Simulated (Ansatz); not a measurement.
An input for Ansatz 0.2.0 (BaTiO3 (Barioperovskite)):

```yaml
crystal:
  lattice:
    - [3.9855, 0.0, 0.0]
    - [0.0, 2.8369, 2.84515]
    - [0.0, -2.8369, 2.84515]
  atoms:
    - { symbol: Ba, position: [0.0, 0.0, 0.0] }
    - { symbol: Ti, position: [0.5, 0.5124, 0.5124] }
    - { symbol: O, position: [0.0, 0.4874, 0.4874] }
    - { symbol: O, position: [0.5, 0.50524, 0.99184] }
    - { symbol: O, position: [0.5, 0.99184, 0.50524] }
kpoints:
  mp_grid: { grid: [4, 4, 4] }
hamiltonian:
  xc: lda
  pseudopotentials: { kind: paw, azcp: { folder: "./paw" } }
scf:
  occupations: { method: fixed }
gw:
  n_empty_bands: 236
  ecut_chi: 138
  qp_bands: [v2, c2]
  qp_kpoints: band_edges
  screening: { model: godby_needs }
```

```sh
ansatz run input.yaml --threads 3 --pin off --max-ram 92160MiB --backend cuda --events-out ev --progress --plain --runs-dir out --devices 1 --max-vram 13GiB
```

**Question.** How long will it take on 1 × NVIDIA H100 80GB HBM3 (shared by 6 runs) with 3 threads of AMD EPYC 7R13 (Zen 3), shared host, and how much memory?

It took 33 s; on shared hardware allow 16 s to 65 s. Peak host memory was 1.5 GiB. The sizes that set the cost: 1249 plane waves a state, 21 irreducible k points, 256 bands summed, 251 plane waves in the screening and 9 SCF cycles.

The screening grows as filled bands × empty bands × pairs of k points, times the square of the screening basis for the matrix.

[Paths, hosts, dates, memory and timing lines, banners, echoed tables and standing remarks are left out of the program output.]

[Logs are printed without paths, hosts, clocks, repeated set-up lines and the standing remarks that a program may print on its own settings, such as how far it seeks lower states.]

[Runs of the session that timed out or met a known fault of the program may be left out.]

[Cells called generated may have been cut or substituted from an entry of the Crystallography Open Database or the Materials Project.]

[Hosts, paths, dates, database ids (printed as entryN), source tags and the programs' standing remarks are cut or masked in the printed files.]
